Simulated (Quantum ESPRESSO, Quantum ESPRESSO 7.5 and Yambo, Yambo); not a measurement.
# MgH2 (P4_2/mnm): G0W0 with Yambo, start to end

How does a plane-wave GW calculation on MgH2 (P4_2/mnm) run from the first input to the gap?

Main program and level: Quantum ESPRESSO 7.5 and Yambo 5.3.0; PBE and many-body steps on it, plane waves.

**Experimental background.**

- Gap 5.6 ± 0.1 eV: optical band gap from transmission onset (total and diffuse); optical transmission and ellipsometry; 300 K; film (polycrystalline Pd-capped film on quartz, hydrogenated at 100 bar and 100 C, measured in 1 bar H2) (“Optical properties of MgH2 measured in situ in a novel gas cell for ellipsometry/spectrophotometry”, 2003, arxiv:cond-mat/0305418).

## (1) Set-up

The structure is tetragonal, space group P4_2/mnm (No. 136). Conventional cell: a = 4.517 Å, b = 4.517 Å, c = 3.020 Å, α = 90.00°, β = 90.00°, γ = 90.00°. Mg has 6 H at 1.95 Å nearest. Nearest to H lie 3 Mg at 1.95 Å. Farther neighbours are not listed.

The cell and positions come from the Crystallography Open Database and are kept as given unless a step says otherwise.

## (2) Ground state

This step: Quantum ESPRESSO 7.5; DFT, PBE, plane waves, norm-conserving pseudopotentials.

The ground-state density comes first.

Input file pw.in:

```
&control
  calculation = 'scf'
  prefix = 'x'
  outdir = 'o'
  pseudo_dir = 'pseudo'
/
&system
  ibrav = 0
  nat = 6
  ntyp = 2
  ecutwfc = 76.0
  nbnd = 19
  force_symmorphic = .true.
/
&electrons
  conv_thr = 1e-10
  electron_maxstep = 80
  mixing_beta = 0.5
/
ATOMIC_SPECIES
  Mg 24.305 Mg.upf
  H 1.008 H.upf
CELL_PARAMETERS angstrom
  4.5168000000 0.0000000000 0.0000000000
  0.0000000000 4.5168000000 0.0000000000
  0.0000000000 0.0000000000 3.0205000000
ATOMIC_POSITIONS crystal
  Mg 0.0000000000 0.0000000000 0.0000000000
  Mg 0.5000000000 0.5000000000 0.5000000000
  H 0.3060000000 0.3060000000 0.0000000000
  H 0.1940000000 0.8060000000 0.5000000000
  H 0.6940000000 0.6940000000 0.0000000000
  H 0.8060000000 0.1940000000 0.5000000000
K_POINTS automatic
  4 4 6 0 0 0
```

Started as:

```bash
> OMP_NUM_THREADS=1 mpirun -n 4 pw.x -nk 4 -in pw.in > pw.out
```

The log of the run:

```text
Program PWSCF v.7.5 starts

     This program is part of the open-source Quantum ESPRESSO suite
     for quantum simulation of materials; please cite
         "P. Giannozzi et al., J. Phys.:Condens. Matter 21 395502 (2009);
         "P. Giannozzi et al., J. Phys.:Condens. Matter 29 465901 (2017);
         "P. Giannozzi et al., J. Chem. Phys. 152 154105 (2020);
     in publications or presentations arising from this work. More details at
     Message from routine setup:
     using ibrav=0 with symmetry is DISCOURAGED, use correct ibrav instead

     G-vector sticks info

     bravais-lattice index     =            0
     lattice parameter (alat)  =       8.5355  a.u.
     unit-cell volume          =     415.8504 (a.u.)^3
     number of atoms/cell      =            6
     number of atomic types    =            2
     number of electrons       =        24.00
     number of Kohn-Sham states=           19
     kinetic-energy cutoff     =      76.0000  Ry
     charge density cutoff     =     304.0000  Ry
     scf convergence threshold =      1.0E-10
     mixing beta               =       0.5000
     number of iterations used =            8  plain     mixing
     Exchange-correlation= PBE
                           (   1   4   3   4   0   0   0)

     celldm(1)=   8.535515  celldm(2)=   0.000000  celldm(3)=   0.000000
     celldm(4)=   0.000000  celldm(5)=   0.000000  celldm(6)=   0.000000

     crystal axes: (cart. coord. in units of alat)
               a(1) = (   1.000000   0.000000   0.000000 )
               a(2) = (   0.000000   1.000000   0.000000 )
               a(3) = (   0.000000   0.000000   0.668726 )

     reciprocal axes: (cart. coord. in units 2 pi/alat)
               b(1) = (  1.000000  0.000000  0.000000 )
               b(2) = (  0.000000  1.000000  0.000000 )
               b(3) = (  0.000000  0.000000  1.495382 )
     Pseudo is Norm-conserving, Zval = 10.0
     Generated using ONCVPSP code by D. R. Hamann
     Using radial grid of 1510 points,  4 beta functions with:
     Pseudo is Norm-conserving, Zval =  1.0
     Generated using ONCVPSP code by D. R. Hamann
     Using radial grid of 1166 points,  3 beta functions with:
     Mg               10.00    24.30500     Mg( 1.00)
     H                 1.00     1.00800     H ( 1.00)

      8 Sym. Ops., with inversion, found

   Cartesian axes

     site n.     atom                  positions (alat units)
         1        Mg     tau(   1) = (   0.0000000   0.0000000   0.0000000  )
         2        Mg     tau(   2) = (   0.5000000   0.5000000   0.3343628  )
         3        H      tau(   3) = (   0.3060000   0.3060000   0.0000000  )
         4        H      tau(   4) = (   0.1940000   0.8060000   0.3343628  )
         5        H      tau(   5) = (   0.6940000   0.6940000   0.0000000  )
         6        H      tau(   6) = (   0.8060000   0.1940000   0.3343628  )

     number of k points=    28
                       cart. coord. in units 2pi/alat
        k(    1) = (   0.0000000   0.0000000   0.0000000), wk =   0.0208333
        k(    2) = (   0.0000000   0.0000000   0.2492303), wk =   0.0416667
        k(    3) = (   0.0000000   0.0000000   0.4984605), wk =   0.0416667
        k(    4) = (   0.0000000   0.0000000  -0.7476908), wk =   0.0208333
        k(    5) = (   0.0000000   0.2500000   0.0000000), wk =   0.0833333
        k(    6) = (   0.0000000   0.2500000   0.2492303), wk =   0.1666667
        k(    7) = (   0.0000000   0.2500000   0.4984605), wk =   0.1666667
        k(    8) = (   0.0000000   0.2500000  -0.7476908), wk =   0.0833333
        k(    9) = (   0.0000000  -0.5000000   0.0000000), wk =   0.0416667
        k(   10) = (   0.0000000  -0.5000000   0.2492303), wk =   0.0833333
     [... 16 further rows ...]
        k(   27) = (  -0.2500000   0.2500000  -0.4984605), wk =   0.0833333
        k(   28) = (  -0.2500000   0.2500000   0.7476908), wk =   0.0416667

     Dense  grid:    37211 G-vectors     FFT dimensions: (  48,  48,  32)

     Initial potential from superposition of free atoms

     starting charge      23.9984, renormalised to      24.0000
     Starting wfcs are   14 randomized atomic wfcs +    5 random wfcs

     per-process dynamical memory:    31.3 Mb

     Self-consistent Calculation

     iteration #  1     ecut=    76.00 Ry     beta= 0.50

     total energy              =    -242.32353741 Ry
     estimated scf accuracy    <       0.27997288 Ry

     iteration #  2     ecut=    76.00 Ry     beta= 0.50

     total energy              =    -242.32502523 Ry
     estimated scf accuracy    <       0.03123873 Ry

     iteration #  3     ecut=    76.00 Ry     beta= 0.50

     total energy              =    -242.32858313 Ry
     estimated scf accuracy    <       0.00026793 Ry

     iteration #  4     ecut=    76.00 Ry     beta= 0.50

     total energy              =    -242.32862919 Ry
     estimated scf accuracy    <       0.00001306 Ry

     iteration #  5     ecut=    76.00 Ry     beta= 0.50

     total energy              =    -242.32863409 Ry
     estimated scf accuracy    <       0.00000309 Ry

     iteration #  6     ecut=    76.00 Ry     beta= 0.50

     total energy              =    -242.32863466 Ry
     estimated scf accuracy    <       0.00000002 Ry

     iteration #  7     ecut=    76.00 Ry     beta= 0.50

     total energy              =    -242.32863466 Ry
     estimated scf accuracy    <          4.9E-10 Ry

     iteration #  8     ecut=    76.00 Ry     beta= 0.50

     End of self-consistent calculation

          k = 0.0000 0.0000 0.0000 (  4651 PWs)   bands (ev):

   -71.9087 -71.9079 -38.6917 -38.6917 -38.6704 -38.6704 -38.6475 -38.6451
    -4.6632   0.3248   0.3248   1.2638   6.5099   6.8499  10.8674  10.8674
    12.7193  12.9758  13.9674

          k = 0.0000 0.0000 0.2492 (  4660 PWs)   bands (ev):

   -71.9081 -71.9074 -38.6905 -38.6905 -38.6699 -38.6699 -38.6555 -38.6535
    -4.2496   0.5943   0.5943   1.2435   6.9516   6.9660   9.9480  11.0596
    11.0596  12.2386  13.4049

          k = 0.0000 0.0000 0.4985 (  4656 PWs)   bands (ev):

   -71.9069 -71.9064 -38.6881 -38.6881 -38.6717 -38.6703 -38.6689 -38.6689
    -3.0534   0.5291   1.2541   1.2541   6.8543   8.3339   9.6215   9.7106
     9.7106  10.2396  12.8391

          k = 0.0000 0.0000-0.7477 (  4632 PWs)   bands (ev):

     [... further k-points ...]

     highest occupied, lowest unoccupied level (ev):     1.7041    5.5994

!    total energy              =    -242.32863466 Ry
     estimated scf accuracy    <          4.8E-11 Ry

     The total energy is the sum of the following terms:
     one-electron contribution =    -196.22456135 Ry
     hartree contribution      =      92.84210885 Ry
     xc contribution           =     -34.64168026 Ry
     ewald contribution        =    -104.30450191 Ry

     convergence has been achieved in   8 iterations

     XML data file, charge density, pseudopotentials, collected wavefunctions

=------------------------------------------------------------------------------=
   JOB DONE.
=------------------------------------------------------------------------------=
```

It took 7.1 s on 4 MPI ranks of Arm Neoverse V1, shared host; peak memory 0.29 GiB; 28 s of CPU time.

This step gave:

- total energy: -3297.0490 eV
- gap: 3.895 eV
- k of the valence top: 0, 0.25, 0
- k of the conduction bottom: -0.5, -0.5, -0.5
- least direct gap: 4.666 eV

The gap is indirect, with the least direct gap 0.77 eV higher.

## (3) Bands along the symmetry lines

Levels along a band path, at the cheap level, show where the edges lie and whether the meshes to come will hold them.

Input file pw.in:

```
&control
  calculation = 'bands'
  prefix = 'x'
  outdir = 'o'
  pseudo_dir = 'pseudo'
/
&system
  ibrav = 0
  nat = 6
  ntyp = 2
  ecutwfc = 76.0
  nbnd = 18
  force_symmorphic = .true.
/
&electrons
  conv_thr = 1e-9
  electron_maxstep = 80
  diago_full_acc = .true.
  diago_thr_init = 5e-6
/
ATOMIC_SPECIES
  Mg 24.305 Mg.upf
  H 1.008 H.upf
CELL_PARAMETERS angstrom
  4.5168000000 0.0000000000 0.0000000000
  0.0000000000 4.5168000000 0.0000000000
  0.0000000000 0.0000000000 3.0205000000
ATOMIC_POSITIONS crystal
  Mg 0.0000000000 0.0000000000 0.0000000000
  Mg 0.5000000000 0.5000000000 0.5000000000
  H 0.3060000000 0.3060000000 0.0000000000
  H 0.1940000000 0.8060000000 0.5000000000
  H 0.6940000000 0.6940000000 0.0000000000
  H 0.8060000000 0.1940000000 0.5000000000
K_POINTS crystal
  75
  0.00000000 0.00000000 0.00000000 1
  0.00000000 0.06250000 0.00000000 1
  0.00000000 0.12500000 0.00000000 1
  0.00000000 0.18750000 0.00000000 1
  0.00000000 0.25000000 0.00000000 1
  0.00000000 0.31250000 0.00000000 1
  0.00000000 0.37500000 0.00000000 1
  0.00000000 0.43750000 0.00000000 1
  0.00000000 0.50000000 0.00000000 1
  0.06250000 0.50000000 0.00000000 1
  0.12500000 0.50000000 0.00000000 1
  0.18750000 0.50000000 0.00000000 1
  0.25000000 0.50000000 0.00000000 1
  0.31250000 0.50000000 0.00000000 1
  0.37500000 0.50000000 0.00000000 1
  0.43750000 0.50000000 0.00000000 1
  0.50000000 0.50000000 0.00000000 1
  0.43750000 0.43750000 0.00000000 1
  0.37500000 0.37500000 0.00000000 1
  0.31250000 0.31250000 0.00000000 1
  0.25000000 0.25000000 0.00000000 1
  0.18750000 0.18750000 0.00000000 1
  0.12500000 0.12500000 0.00000000 1
  0.06250000 0.06250000 0.00000000 1
  0.00000000 0.00000000 0.00000000 1
  0.00000000 0.00000000 0.06250000 1
  0.00000000 0.00000000 0.12500000 1
  0.00000000 0.00000000 0.18750000 1
  0.00000000 0.00000000 0.25000000 1
  0.00000000 0.00000000 0.31250000 1
  0.00000000 0.00000000 0.37500000 1
  0.00000000 0.00000000 0.43750000 1
  0.00000000 0.00000000 0.50000000 1
  0.00000000 0.06250000 0.50000000 1
  0.00000000 0.12500000 0.50000000 1
  0.00000000 0.18750000 0.50000000 1
  0.00000000 0.25000000 0.50000000 1
  0.00000000 0.31250000 0.50000000 1
  0.00000000 0.37500000 0.50000000 1
  0.00000000 0.43750000 0.50000000 1
  0.00000000 0.50000000 0.50000000 1
  0.06250000 0.50000000 0.50000000 1
  0.12500000 0.50000000 0.50000000 1
  0.18750000 0.50000000 0.50000000 1
  0.25000000 0.50000000 0.50000000 1
  0.31250000 0.50000000 0.50000000 1
  0.37500000 0.50000000 0.50000000 1
  0.43750000 0.50000000 0.50000000 1
  0.50000000 0.50000000 0.50000000 1
  0.43750000 0.43750000 0.50000000 1
  0.37500000 0.37500000 0.50000000 1
  0.31250000 0.31250000 0.50000000 1
  0.25000000 0.25000000 0.50000000 1
  0.18750000 0.18750000 0.50000000 1
  0.12500000 0.12500000 0.50000000 1
  0.06250000 0.06250000 0.50000000 1
  0.00000000 0.00000000 0.50000000 1
  0.00000000 0.50000000 0.00000000 1
  0.00000000 0.50000000 0.06250000 1
  0.00000000 0.50000000 0.12500000 1
  0.00000000 0.50000000 0.18750000 1
  0.00000000 0.50000000 0.25000000 1
  0.00000000 0.50000000 0.31250000 1
  0.00000000 0.50000000 0.37500000 1
  0.00000000 0.50000000 0.43750000 1
  0.00000000 0.50000000 0.50000000 1
  0.50000000 0.50000000 0.00000000 1
  0.50000000 0.50000000 0.06250000 1
  0.50000000 0.50000000 0.12500000 1
  0.50000000 0.50000000 0.18750000 1
  0.50000000 0.50000000 0.25000000 1
  0.50000000 0.50000000 0.31250000 1
  0.50000000 0.50000000 0.37500000 1
  0.50000000 0.50000000 0.43750000 1
  0.50000000 0.50000000 0.50000000 1
```

The log of the run:

```text
[banner, memory and clock lines left out]
Program PWSCF v.7.5 starts

     Atomic positions and unit cell read from directory:
     o/x.save/

     Message from routine setup:
     using ibrav=0 with symmetry is DISCOURAGED, use correct ibrav instead

     G-vector sticks info

     bravais-lattice index     =            0
     lattice parameter (alat)  =       8.5355  a.u.
     unit-cell volume          =     415.8504 (a.u.)^3
     number of atoms/cell      =            6
     number of atomic types    =            2
     number of electrons       =        24.00
     number of Kohn-Sham states=           18
     kinetic-energy cutoff     =      76.0000  Ry
     charge density cutoff     =     304.0000  Ry
     Exchange-correlation= PBE
                           (   1   4   3   4   0   0   0)

     celldm(1)=   8.535515  celldm(2)=   0.000000  celldm(3)=   0.000000
     celldm(4)=   0.000000  celldm(5)=   0.000000  celldm(6)=   0.000000

     crystal axes: (cart. coord. in units of alat)
               a(1) = (   1.000000   0.000000   0.000000 )
               a(2) = (   0.000000   1.000000   0.000000 )
               a(3) = (   0.000000   0.000000   0.668726 )

     reciprocal axes: (cart. coord. in units 2 pi/alat)
               b(1) = (  1.000000  0.000000  0.000000 )
               b(2) = (  0.000000  1.000000  0.000000 )
               b(3) = (  0.000000  0.000000  1.495382 )
     Pseudo is Norm-conserving, Zval = 10.0
     Generated using ONCVPSP code by D. R. Hamann
     Using radial grid of 1510 points,  4 beta functions with:
     Pseudo is Norm-conserving, Zval =  1.0
     Generated using ONCVPSP code by D. R. Hamann
     Using radial grid of 1166 points,  3 beta functions with:
     Mg               10.00    24.30500     Mg( 1.00)
     H                 1.00     1.00800     H ( 1.00)

      8 Sym. Ops., with inversion, found

   Cartesian axes

     site n.     atom                  positions (alat units)
         1        Mg     tau(   1) = (   0.0000000   0.0000000   0.0000000  )
         2        Mg     tau(   2) = (   0.5000000   0.5000000   0.3343628  )
         3        H      tau(   3) = (   0.3060000   0.3060000   0.0000000  )
         4        H      tau(   4) = (   0.1940000   0.8060000   0.3343628  )
         5        H      tau(   5) = (   0.6940000   0.6940000   0.0000000  )
         6        H      tau(   6) = (   0.8060000   0.1940000   0.3343628  )

     number of k points=    75
                       cart. coord. in units 2pi/alat
        k(    1) = (   0.0000000   0.0000000   0.0000000), wk =   0.0266667
        k(    2) = (   0.0000000   0.0625000   0.0000000), wk =   0.0266667
        k(    3) = (   0.0000000   0.1250000   0.0000000), wk =   0.0266667
[...]
[... 63 further rows ...]
        k(   74) = (   0.5000000   0.5000000   0.6542294), wk =   0.0266667
        k(   75) = (   0.5000000   0.5000000   0.7476908), wk =   0.0266667

     Dense  grid:    37211 G-vectors     FFT dimensions: (  48,  48,  32)

     The potential is recalculated from file :
     o/x.save/charge-density

     Starting wfcs are   14 randomized atomic wfcs +    4 random wfcs

     Band Structure Calculation

     End of band structure calculation

          k = 0.0000 0.0000 0.0000 (  4651 PWs)   bands (ev):

   -71.9088 -71.9079 -38.6918 -38.6918 -38.6704 -38.6704 -38.6475 -38.6452
    -4.6632   0.3248   0.3248   1.2638   6.5099   6.8499  10.8674  10.8674
    12.7193  12.9759

          k = 0.0000 0.0625 0.0000 (  4653 PWs)   bands (ev):

   -71.9088 -71.9079 -38.6917 -38.6917 -38.6705 -38.6704 -38.6475 -38.6453
[...]
13.0001  13.0144

          k = 0.0000 0.1250 0.0000 (  4645 PWs)   bands (ev):

[...]
13.0728  13.6346

[...]
k = 0.5000 0.5000 0.6542 (  4656 PWs)   bands (ev):

[...]
14.5631  14.5631

          k = 0.5000 0.5000 0.7477 (  4696 PWs)   bands (ev):

   -71.9061 -71.9061 -38.6871 -38.6871 -38.6793 -38.6792 -38.6687 -38.6687
    -0.1430  -0.1430   0.8303   0.8303   5.5994   5.5994   5.9392   5.9392
    14.6912  14.6912

     XML data file, pseudopotentials, collected wavefunctions
```

Elapsed: 5.8 s, on 4 MPI ranks; peak memory 0.23 GiB.

Numbers from this step:

```yaml
gap: 3.756 eV
k_of_the_valence_top: 0, 0.25, 0
k_of_the_conduction_bottom: 0.375, 0.375, 0.5
least_direct_gap: 4.523 eV
```

The gap is 3.756 eV, −0.139 eV from the run before at this level.

The electronic bands at the labelled points (eV, zero at the top of the highest filled band):

| point | band 9 | band 10 | band 11 | band 12 | band 13 | band 14 | band 15 | band 16 |
| --- | --- | --- | --- | --- | --- | --- | --- | --- |
| Γ | -6.37 | -1.38 | -1.38 | -0.44 | 4.81 | 5.15 | 9.16 | 9.16 |
| halfway | -5.96 | -2.94 | -1.11 | 0.00 | 4.80 | 6.52 | 7.18 | 10.09 |
| X | -4.76 | -4.76 | -0.45 | -0.45 | 5.38 | 5.38 | 10.13 | 10.13 |
| halfway | -4.40 | -4.40 | -1.46 | -1.46 | 6.82 | 6.82 | 10.29 | 10.29 |
| M | -3.71 | -3.71 | -2.65 | -2.65 | 9.11 | 9.11 | 9.16 | 9.16 |
| halfway | -5.55 | -2.94 | -2.11 | -0.32 | 5.76 | 6.86 | 8.16 | 10.09 |
| Γ | -6.37 | -1.38 | -1.38 | -0.44 | 4.81 | 5.15 | 9.16 | 9.16 |
| halfway | -5.45 | -0.80 | -0.80 | -0.66 | 5.18 | 5.83 | 7.65 | 9.03 |
| Z | -2.96 | -2.96 | -0.02 | -0.02 | 6.29 | 6.29 | 6.86 | 6.86 |
| halfway | -2.68 | -2.68 | -0.42 | -0.42 | 5.37 | 5.37 | 7.34 | 7.34 |
| R | -2.23 | -2.23 | -1.01 | -1.01 | 5.20 | 5.20 | 6.87 | 6.87 |
| halfway | -2.06 | -2.06 | -0.93 | -0.93 | 4.28 | 4.28 | 5.41 | 5.41 |
| A | -1.85 | -1.85 | -0.87 | -0.87 | 3.90 | 3.90 | 4.24 | 4.24 |
| halfway | -2.47 | -2.39 | -0.70 | -0.49 | 4.18 | 5.07 | 6.00 | 6.68 |
| Z | -2.96 | -2.96 | -0.02 | -0.02 | 6.29 | 6.29 | 6.86 | 6.86 |
| jump to X | -4.76 | -4.76 | -0.45 | -0.45 | 5.38 | 5.38 | 10.13 | 10.13 |
| halfway | -3.91 | -3.91 | -0.26 | -0.26 | 5.88 | 5.88 | 7.33 | 7.33 |
| R | -2.23 | -2.23 | -1.01 | -1.01 | 5.20 | 5.20 | 6.87 | 6.87 |
| jump to M | -3.71 | -3.71 | -2.65 | -2.65 | 9.11 | 9.11 | 9.16 | 9.16 |
| halfway | -2.95 | -2.95 | -1.95 | -1.95 | 6.46 | 6.46 | 6.82 | 6.82 |
| A | -1.85 | -1.85 | -0.87 | -0.87 | 3.90 | 3.90 | 4.24 | 4.24 |

The electronic bands as a text plot (rows in eV, shown from -8.0 to 7.9 only):

```
    7.5 |           ++       +++   ++          +++   +++    +
    6.9 |  +    +     +        ++++  ++       +++++     ++   +
    6.2 |  ++  +     + +      +  +     +      + +++  +       +
    5.5 | +  ++       +++  +++ ++ +++   +    + + + ++ ++      +
    4.9 |+++++          ++++ ++      +++ +   ++++       ++     +
    4.2 |                               +++++ +                 +
    3.6 |                                 ++++
    2.9 |
    2.2 |
    1.6 |
    0.9 |
    0.3 |  *           **        *               **
   -0.4 |** ***       *  ******** ***        ***** *****
   -1.1 |****  *     *   ******      *********          **     **
   -1.7 |**     *   *  **      *         ****                ** *
   -2.4 |        ********       *  ******    ***        ***** **
   -3.0 |  *         **          **             ***    *    **
   -3.7 |   *    ****           *                    **   **
   -4.4 |    * **  **          *                    *
   -5.0 |    **      *        *                    *
   -5.7 |  **         **    **
   -6.3 |**             ****
   -7.0 |
   -7.7 |
         Γ   X    M      Γ       Z    R    A     Z|X    R|M     A
```

[end of part 1 of 3]

[Paths, hosts, dates, memory and timing lines, banners, echoed tables and standing remarks are left out of the program output.]

[Logs are printed without paths, hosts, clocks, repeated set-up lines and the standing remarks that a program may print on its own settings, such as how far it seeks lower states.]

[Runs of the session that timed out or met a known fault of the program may be left out.]

[Hosts, paths, dates, database ids (printed as entryN), source tags and the programs' standing remarks are cut or masked in the printed files.]
